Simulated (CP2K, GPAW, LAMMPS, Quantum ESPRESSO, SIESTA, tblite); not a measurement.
# Amorphous Si0.7Ge0.3 (120 atoms) in CP2K, part 3 of 3

Wanted: CP2K inputs and outputs for amorphous Si0.7Ge0.3 (120 atoms), checked against a plane-wave reference.

Program: CP2K 2026.2; the method stands at each step. Banners, paths, timers and routine set-up lines are dropped from the logs unmarked, and long logs keep their key lines alone; longer cuts are marked.

So far. Step 6 (LDA, DZVP-MOLOPT-SR, 350/50 Ry, diagonalisation): Against the first run (16 %), the force difference from the reference is 28 %, at 0.73 times the CPU time; the model has changed, so this is no error of the program alone.

## 8. PBE, DZVP-MOLOPT-SR, 175/50 Ry, diagonalisation

Method: Kohn-Sham DFT, PBE, GTH-PBE pseudopotentials, Gaussian and plane waves, DZVP-MOLOPT-SR-GTH, diagonalisation.

The input, input.inp:

```
&GLOBAL
  PROJECT cell
  RUN_TYPE ENERGY_FORCE
  PRINT_LEVEL LOW
&END GLOBAL
&FORCE_EVAL
  METHOD QS
  STRESS_TENSOR ANALYTICAL
  &DFT
    BASIS_SET_FILE_NAME BASIS_MOLOPT
    POTENTIAL_FILE_NAME GTH_POTENTIALS
    &MGRID
      CUTOFF 175
      REL_CUTOFF 50
    &END MGRID
    &QS
      EPS_DEFAULT 1.0E-12
    &END QS
    &SCF
      SCF_GUESS ATOMIC
      EPS_SCF 5.0E-06
      MAX_SCF 200
      ADDED_MOS 54
      &DIAGONALIZATION
        ALGORITHM STANDARD
      &END DIAGONALIZATION
      &SMEAR ON
        METHOD FERMI_DIRAC
        ELECTRONIC_TEMPERATURE [K] 580
      &END SMEAR
      &MIXING
        METHOD BROYDEN_MIXING
        ALPHA 0.15
        NBROYDEN 12
      &END MIXING
      &PRINT
        &RESTART OFF
        &END RESTART
      &END PRINT
    &END SCF
    &XC
      &XC_FUNCTIONAL PBE
      &END XC_FUNCTIONAL
    &END XC
    &PRINT
      &MULLIKEN ON
      &END MULLIKEN
      &HIRSHFELD ON
        SHAPE_FUNCTION DENSITY
      &END HIRSHFELD
      &MO ON
        EIGENVALUES T
        OCCUPATION_NUMBERS T
        MO_INDEX_RANGE 229 252
        &EACH
          QS_SCF 0
        &END EACH
        ADD_LAST NUMERIC
      &END MO
    &END PRINT
  &END DFT
  &SUBSYS
    &CELL
      A 13.77040 0.00000 0.00000
      B 0.00000 13.77040 0.00000
      C 0.00000 0.00000 13.77040
    &END CELL
    &TOPOLOGY
      COORD_FILE_NAME structure.xyz
      COORD_FILE_FORMAT XYZ
    &END TOPOLOGY
    &KIND Si
      BASIS_SET DZVP-MOLOPT-SR-GTH-q4
      POTENTIAL GTH-PBE-q4
    &END KIND
    &KIND Ge
      BASIS_SET DZVP-MOLOPT-SR-GTH-q4
      POTENTIAL GTH-PBE-q4
    &END KIND
  &END SUBSYS
  &PRINT
    &FORCES ON
    &END FORCES
    &STRESS_TENSOR ON
    &END STRESS_TENSOR
  &END PRINT
&END FORCE_EVAL
```

The input, structure.xyz:

```xyz
120

[... 120 atom lines left out: the same atoms as in the first run ...]
```

Launch:

```console
$ OMP_NUM_THREADS=2 cp2k.psmp -i input.inp > output.txt
```

Numbers of over 12 decimals in the logs are rounded to 6 here.

The program printed:

```text
CP2K| version string:                                       CP2K version 2026.2
 CP2K| Input file name                                                 input.inp
 GLOBAL| Basis set file name                                        BASIS_MOLOPT
 GLOBAL| Potential file name                                      GTH_POTENTIALS
 GLOBAL| Run type                                                   ENERGY_FORCE
 GLOBAL| Total number of message passing processes                             1
 GLOBAL| Number of threads for this process                                    2
[... lines left out ...]
                        Smear method:                                FERMI_DIRAC
[... lines left out ...]
 Number of electrons:                                                        480
[... lines left out ...]
  Step     Update method      Time    Convergence         Total energy    Change
[... lines left out ...]
  *** SCF run converged in    19 steps ***
[... lines left out ...]
  Fermi energy:                                                 0.173341
  Total energy:                                              -470.473195
  Total energy (extrapolated to T->0):                       -470.467028
[... lines left out ...]
 MO| E(Fermi):            0.173341 a.u.          4.716861 eV
[... lines left out ...]
    120       Ge     2       4.000          3.993                         0.007
  Total Charge                                                           -0.000
 !-----------------------------------------------------------------------------!
 ENERGY| Total FORCE_EVAL ( QS ) energy [hartree]           -470.473147
 FORCES| Atomic forces [hartree/bohr]
 FORCES|   Atom     x               y               z               |f|
 FORCES|      1  4.00303944E-03 -5.14610058E-03  2.95874397E-03   7.15966772E-03
 FORCES|      2  7.08230631E-04  9.51120066E-03 -5.69007093E-03   1.11059190E-02
 FORCES|      3  1.57252402E-04  3.31581540E-03  1.55587869E-03   3.66607672E-03
[...]
FORCES|    119  9.42972568E-03 -6.86719807E-04 -1.16441844E-03   9.52613148E-03
 FORCES|    120 -7.04350394E-04 -4.89628834E-03 -1.22535208E-03   5.09619826E-03
 FORCES| Sum    -4.86090585E-08  5.39930830E-06 -6.75365962E-07
 FORCES| Total atomic force                                       5.44160015E-06
 STRESS| Analytical stress tensor [bar]
 STRESS|                        x                   y                   z
 STRESS|      x        4.40574618494E+03   7.58150444348E+02   5.81048567271E+03
 STRESS|      y        7.58150444348E+02  -5.42904785655E+03  -9.88006719506E+03
 STRESS|      z        5.81048567271E+03  -9.88006719506E+03  -1.43555938586E+04
 STRESS| 1/3 Trace                                            -5.12629851008E+03
```

Run time: 5.3 min. Hardware: 2 threads of Arm Neoverse N1, shared host; peak memory 1.7 GiB; 9.8 min of CPU time.

Against the reference:

```
r.m.s. force component                          : 0.2748 eV/Å
r.m.s. difference of force components           : 40.55 meV/Å
longest difference of force vectors             : 139.1 meV/Å
force difference over r.m.s. force              : 15.73 %
slope of forces against the reference's         : 1.056
correlation of force components                 : 0.9904
pressure                                        : -0.5126 GPa
pressure difference                             : 0.4004 GPa
energy less the same-level run's                : -0.0001 meV/atom
r.m.s. force difference from the same-level run : 0.016 meV/Å
```

This is a coarse setting, run to see what it loses.

Against the first run (16 %), the force difference from the reference is 16 %, at 0.89 times the CPU time (on 2 against 4 cores): the change moves forces by 0.016 meV/Å r.m.s., so most of the difference comes from elsewhere.

## 9. PBE+D3, DZVP-MOLOPT-SR, 350/50 Ry, diagonalisation

Method: Kohn-Sham DFT, PBE+D3, GTH-PBE pseudopotentials, Gaussian and plane waves, DZVP-MOLOPT-SR-GTH, diagonalisation.

input.inp, as its differences from that of step 8:

```diff
@@ -12,3 +12,3 @@
     &MGRID
-      CUTOFF 175
+      CUTOFF 350
       REL_CUTOFF 50
@@ -43,2 +43,10 @@
       &END XC_FUNCTIONAL
+      &VDW_POTENTIAL
+        POTENTIAL_TYPE PAIR_POTENTIAL
+        &PAIR_POTENTIAL
+          TYPE DFTD3
+          PARAMETER_FILE_NAME dftd3.dat
+          REFERENCE_FUNCTIONAL PBE
+        &END PAIR_POTENTIAL
+      &END VDW_POTENTIAL
     &END XC
```

structure.xyz is that of step 8.

Launch:

```console
$ OMP_NUM_THREADS=1 mpirun -np 4 cp2k.psmp -i input.inp > output.txt
```

The program printed:

```text
CP2K| version string:                                       CP2K version 2026.2
 CP2K| Input file name                                                 input.inp
 GLOBAL| Basis set file name                                        BASIS_MOLOPT
 GLOBAL| Potential file name                                      GTH_POTENTIALS
[... lines left out ...]
 Number of electrons:                                                        480
[... lines left out ...]
  Step     Update method      Time    Convergence         Total energy    Change
[... lines left out ...]
  *** SCF run converged in    19 steps ***
[... lines left out ...]
  Fermi energy:                                                 0.173341
  Total energy:                                              -471.103716
  Total energy (extrapolated to T->0):                       -471.097549
[... lines left out ...]
 MO| E(Fermi):            0.173341 a.u.          4.716861 eV
[... lines left out ...]
 ENERGY| Total FORCE_EVAL ( QS ) energy [hartree]           -471.103668
[... lines left out ...]
 FORCES|      1  4.03122100E-03 -5.40865576E-03  2.97616404E-03   7.37304906E-03
 FORCES|      2 -4.27070251E-04  8.53068945E-03 -6.28679271E-03   1.06056030E-02
 FORCES|      3  2.56543386E-04  3.59063901E-03  1.32345340E-03   3.83536595E-03
[...]
FORCES|    119  9.76166837E-03 -1.15981778E-04 -1.27756649E-03   9.84559786E-03
 FORCES|    120 -6.19867009E-04 -4.97118180E-03 -9.62228826E-04   5.10125160E-03
 FORCES| Sum    -1.65479533E-07  2.64104845E-07  3.70768786E-07
 FORCES| Total atomic force                                       4.84359720E-07
 STRESS| Analytical stress tensor [bar]
 STRESS|                        x                   y                   z
 STRESS|      x       -2.98586226387E+03   8.94274916839E+02   5.91340714074E+03
 STRESS|      y        8.94274916839E+02  -1.23489064952E+04  -9.98614377156E+03
 STRESS|      z        5.91340714074E+03  -9.98614377156E+03  -2.13358277641E+04
 STRESS| 1/3 Trace                                            -1.22235321744E+04
```

Run time: 2.7 min. Hardware: 4 MPI ranks; peak memory 5 GiB; 11 min of CPU time.

Compared with the plane-wave run:

```yaml
r_m_s_force_component: 0.2711 eV/Å
r_m_s_difference_of_force_components: 44.17 meV/Å
longest_difference_of_force_vectors: 200.9 meV/Å
force_difference_over_r_m_s_force: 17.13 %
slope_of_forces_against_the_reference_s: 1.038
correlation_of_force_components: 0.9873
pressure: -1.222 GPa
pressure_difference: -0.3094 GPa
```

Against the first run (16 %), the force difference from the reference is 17 %, at 0.96 times the CPU time; the model has changed, so this is no error of the program alone.

## 10. PBE, DZVP-MOLOPT-SR, 350/20 Ry, diagonalisation

Method: Kohn-Sham DFT, PBE, GTH-PBE pseudopotentials, Gaussian and plane waves, DZVP-MOLOPT-SR-GTH, diagonalisation.

input.inp, as its differences from that of step 9:

```diff
@@ -13,3 +13,3 @@
       CUTOFF 350
-      REL_CUTOFF 50
+      REL_CUTOFF 20
     &END MGRID
@@ -43,10 +43,2 @@
       &END XC_FUNCTIONAL
-      &VDW_POTENTIAL
-        POTENTIAL_TYPE PAIR_POTENTIAL
-        &PAIR_POTENTIAL
-          TYPE DFTD3
-          PARAMETER_FILE_NAME dftd3.dat
-          REFERENCE_FUNCTIONAL PBE
-        &END PAIR_POTENTIAL
-      &END VDW_POTENTIAL
     &END XC
@@ -75,6 +67,5 @@
     &END CELL
-    &TOPOLOGY
-      COORD_FILE_NAME structure.xyz
-      COORD_FILE_FORMAT XYZ
-    &END TOPOLOGY
+    &COORD
+[... 120 atom lines left out: the same atoms as in the first run ...]
+    &END COORD
     &KIND Si
```

The program printed:

```text
CP2K| version string:                                       CP2K version 2026.2
 CP2K| Input file name                                                 input.inp
 GLOBAL| Basis set file name                                        BASIS_MOLOPT
 GLOBAL| Potential file name                                      GTH_POTENTIALS
[... lines left out ...]
 Number of electrons:                                                        480
[... lines left out ...]
  Step     Update method      Time    Convergence         Total energy    Change
[... lines left out ...]
  *** SCF run converged in    19 steps ***
[... lines left out ...]
  Fermi energy:                                                 0.173322
  Total energy:                                              -470.481622
  Total energy (extrapolated to T->0):                       -470.475454
[... lines left out ...]
 MO| E(Fermi):            0.173322 a.u.          4.716335 eV
[... lines left out ...]
 ENERGY| Total FORCE_EVAL ( QS ) energy [hartree]           -470.481574
[... lines left out ...]
 FORCES|      1  3.86352739E-03 -5.00966542E-03  3.38014034E-03   7.17279166E-03
 FORCES|      2  2.48940295E-04  9.04718193E-03 -5.45640600E-03   1.05681521E-02
 FORCES|      3  3.77999416E-04  3.37484382E-03  1.98568274E-03   3.93387726E-03
[...]
FORCES|    119  9.13531286E-03 -4.94304930E-04 -1.46433020E-03   9.26512500E-03
 FORCES|    120 -4.30527348E-04 -5.30563237E-03 -1.07679114E-03   5.43089015E-03
 FORCES| Sum     2.24322630E-03 -9.78843338E-04  2.99218737E-05
 FORCES| Total atomic force                                       2.44767110E-03
 STRESS| Analytical stress tensor [bar]
 STRESS|                        x                   y                   z
 STRESS|      x        5.18686691387E+03   7.53056092774E+02   5.82754256420E+03
 STRESS|      y        7.53056092774E+02  -4.80464469911E+03  -9.88529933001E+03
 STRESS|      z        5.82754256420E+03  -9.88529933001E+03  -1.39014718347E+04
 STRESS| 1/3 Trace                                            -4.50641653998E+03
```

Wall time 1.8 min (4 MPI ranks); peak memory 5 GiB; 7.4 min of CPU time.

Numbers from this run, and their distance from the reference:

```
r.m.s. force component                          : 0.2753 eV/Å
r.m.s. difference of force components           : 43.58 meV/Å
longest difference of force vectors             : 144.7 meV/Å
force difference over r.m.s. force              : 16.91 %
slope of forces against the reference's         : 1.056
correlation of force components                 : 0.9888
pressure                                        : -0.4506 GPa
pressure difference                             : 0.4624 GPa
energy less the same-level run's                : -1.911 meV/atom
r.m.s. force difference from the same-level run : 16.3 meV/Å
```

This is a coarse setting, run to see what it loses.

Against the first run (16 %), the force difference from the reference is 17 %, at 0.67 times the CPU time: the grid matters here.

## 11. A run with a doubtful setting

input.inp, as its differences from that of step 10:

```diff
@@ -13,3 +13,3 @@
       CUTOFF 350
-      REL_CUTOFF 20
+      REL_CUTOFF 50
     &END MGRID
@@ -20,5 +20,4 @@
       SCF_GUESS ATOMIC
-      EPS_SCF 5.0E-06
-      MAX_SCF 200
-      ADDED_MOS 54
+      EPS_SCF 1.0E-06
+      MAX_SCF 50
       &DIAGONALIZATION
@@ -33,3 +32,3 @@
         ALPHA 0.15
-        NBROYDEN 12
+        NBROYDEN 8
       &END MIXING
@@ -53,3 +52,3 @@
         OCCUPATION_NUMBERS T
-        MO_INDEX_RANGE 229 252
+        MO_INDEX_RANGE 229 240
         &EACH
```

The program printed:

```text
CP2K| version string:                                       CP2K version 2026.2
 CP2K| Input file name                                                 input.inp
 GLOBAL| Basis set file name                                        BASIS_MOLOPT
 GLOBAL| Potential file name                                      GTH_POTENTIALS
 GLOBAL| Run type                                                   ENERGY_FORCE
 GLOBAL| Total number of message passing processes                             4
 GLOBAL| Number of threads for this process                                    1
 *   ___                                                                       *
 *  /   \                                                                      *
 * [ABORT]                                                                     *
 *  \___/             Extra MOs (ADDED_MOS) are required for smearing          *
 *    |                                                                        *
 *  O/|                                                                        *
 * /| |                                                                        *
```

Wall time 0.96 s (4 MPI ranks); peak memory 0.6 GiB.

The program stopped at the start. The fault in the input: smearing without added orbitals (added orbitals 0).

## 12. All runs compared

Differences are against the plane-wave reference, forces as r.m.s. over components; share is that over the reference's r.m.s. force, slope the least-squares factor from reference forces to these. Total energies of different programs have different zeros and aren't compared.

```tsv
run	Δ force, r.m.s. (meV/Å)	share (%)	slope	Δ pressure (GPa)	cores	CPU time	memory (GiB)
reference	-	-	-	-	8	77 min	9.5
CP2K PBE, DZVP-MOLOPT-SR, 350/50 Ry, diagonalisation	40.5	15.7	1.056	0.400	4	11 min	5.0
CP2K PBE, SZV-MOLOPT-SR, 350/50 Ry, diagonalisation (coarse)	435	169	1.029	5.05	1	5.1 min	3.2
CP2K PBE, TZV2P-UZH, 350/50 Ry, diagonalisation	22.9	8.90	1.024	-0.0318	4	51 min	7.8
CP2K PBE, DZVP-MOLOPT (SR for Ge), 350/50 Ry, diagonalisation	47.1	18.3	1.055	0.254	4	16 min	5.1
CP2K LDA, DZVP-MOLOPT-SR, 350/50 Ry, diagonalisation	71.2	27.6	0.930	-3.68	4	8.1 min	4.8
CP2K PBE, DZVP-MOLOPT-SR, 244/50 Ry, diagonalisation (coarse)	40.5	15.7	1.056	0.400	2	8.8 min	2.3
CP2K PBE, DZVP-MOLOPT-SR, 175/50 Ry, diagonalisation (coarse)	40.5	15.7	1.056	0.400	2	9.8 min	1.7
CP2K PBE+D3, DZVP-MOLOPT-SR, 350/50 Ry, diagonalisation	44.2	17.1	1.038	-0.309	4	11 min	5.0
CP2K PBE, DZVP-MOLOPT-SR, 350/20 Ry, diagonalisation (coarse)	43.6	16.9	1.056	0.462	4	7.4 min	5.0
```

Rows marked coarse were listed beforehand as settings not expected to be converged; some can still land near the reference.

CPU time is summed over cores on a shared host, where runs went side by side, so it is rough. Symmetry, cutoffs, thresholds, outputs and thread counts weren't matched or tuned between programs; memory under MPI is the largest rank's times the ranks.

Mean charges by element (e), by run and scheme:

```tsv
run	scheme	Si	Ge
CP2K PBE, DZVP-MOLOPT-SR, 350/50 Ry, diagonalisation	Mulliken	-0.11	+0.25
CP2K PBE, DZVP-MOLOPT-SR, 350/50 Ry, diagonalisation	Hirshfeld	-0.01	+0.02
CP2K PBE, TZV2P-UZH, 350/50 Ry, diagonalisation	Mulliken	+0.12	-0.29
CP2K PBE, TZV2P-UZH, 350/50 Ry, diagonalisation	Hirshfeld	-0.01	+0.02
CP2K PBE, DZVP-MOLOPT (SR for Ge), 350/50 Ry, diagonalisation	Mulliken	-0.04	+0.09
CP2K PBE, DZVP-MOLOPT (SR for Ge), 350/50 Ry, diagonalisation	Hirshfeld	-0.01	+0.01
CP2K LDA, DZVP-MOLOPT-SR, 350/50 Ry, diagonalisation	Mulliken	-0.07	+0.15
CP2K LDA, DZVP-MOLOPT-SR, 350/50 Ry, diagonalisation	Hirshfeld	0.00	+0.01
CP2K PBE, DZVP-MOLOPT-SR, 244/50 Ry, diagonalisation	Mulliken	-0.11	+0.25
CP2K PBE, DZVP-MOLOPT-SR, 244/50 Ry, diagonalisation	Hirshfeld	-0.01	+0.02
CP2K PBE+D3, DZVP-MOLOPT-SR, 350/50 Ry, diagonalisation	Mulliken	-0.11	+0.25
CP2K PBE+D3, DZVP-MOLOPT-SR, 350/50 Ry, diagonalisation	Hirshfeld	-0.01	+0.02
```

Within one program, basis, potentials and functional, energies share a zero. Each run against its twin at the usual cutoff or grid and solver:

```tsv
run	twin	Δ energy (meV/atom)	Δ force, r.m.s. (meV/Å)	CPU time over the twin's
CP2K PBE, DZVP-MOLOPT-SR, 244/50 Ry, diagonalisation	DZVP-MOLOPT-SR, 350/50 Ry, diagonalisation	-8.0e-4	0.006	0.79 (this twin ran on 4 cores)
CP2K PBE, DZVP-MOLOPT-SR, 175/50 Ry, diagonalisation	DZVP-MOLOPT-SR, 350/50 Ry, diagonalisation	-1.0e-4	0.016	0.89 (this twin ran on 4 cores)
CP2K PBE, DZVP-MOLOPT-SR, 350/20 Ry, diagonalisation	DZVP-MOLOPT-SR, 350/50 Ry, diagonalisation	-1.91	16.3	0.67
```

## 13. What came out

```json
{
 "nearest in forces": "CP2K PBE, TZV2P-UZH, 350/50 Ry, diagonalisation, 8.9 %",
 "its CPU time": "51 min"
}
```

What this shows: The PBE runs in local orbitals, coarse settings apart, differ by 8.9 % (CP2K PBE, TZV2P-UZH, 350/50 Ry, diagonalisation) to 18 % (CP2K PBE, DZVP-MOLOPT (SR for Ge), 350/50 Ry, diagonalisation); basis, grid and potentials can all enter. Rows with another functional or a dispersion term differ by 17 % (CP2K PBE+D3, DZVP-MOLOPT-SR, 350/50 Ry, diagonalisation) to 28 % (CP2K LDA, DZVP-MOLOPT-SR, 350/50 Ry, diagonalisation), which mixes the change of model with differences of basis and potentials. Runs with settings chosen to be coarse differ by 16 % (CP2K PBE, DZVP-MOLOPT-SR, 244/50 Ry, diagonalisation) to 169 % (CP2K PBE, SZV-MOLOPT-SR, 350/50 Ry, diagonalisation), their programs' other errors included. Of the electronic-structure runs that take under half the reference's CPU time, CP2K PBE, DZVP-MOLOPT-SR, 350/50 Ry, diagonalisation is among the nearest, at 16 % in 11 min against 77 min. In pressure, CP2K PBE, SZV-MOLOPT-SR, 350/50 Ry, diagonalisation misses by +5.1 GPa, at the same functional. Charges hang on scheme and program or settings: among these rows the mean for Ge runs from -0.29 to +0.25 e, even in sign. The potentials hold different valence shells: 840 electrons in the reference, 480 in CP2K with DZVP-MOLOPT; this bears on time and differences. The reference's pressure holds the uncorrected Pulay stress of its 45 Ry basis, so small pressure differences, and their order, may be the reference's own error. The quench rate of 1000 K/ps is many orders above laboratory rates, so the cell is likely richer in defects and strain than a real sample. The network of bonds at the start is that of the classical potential that made the cell, and needn't be the one that DFT or experiment would give. The electronic-structure runs sample only Γ, in a cell whose shortest periodic width is 14 Å, which is coarse for a cell with partly filled levels.

[Also dropped from logs without a mark: logging warnings of Python, and SIESTA's first energy breakdown and zero terms.]

[Logs are printed without paths, hosts, clocks, repeated set-up lines and the standing remarks that a program may print on its own settings, such as how far it seeks lower states.]

[Hosts, paths, dates, database ids (printed as entryN), source tags and the programs' standing remarks are cut or masked in the printed files.]
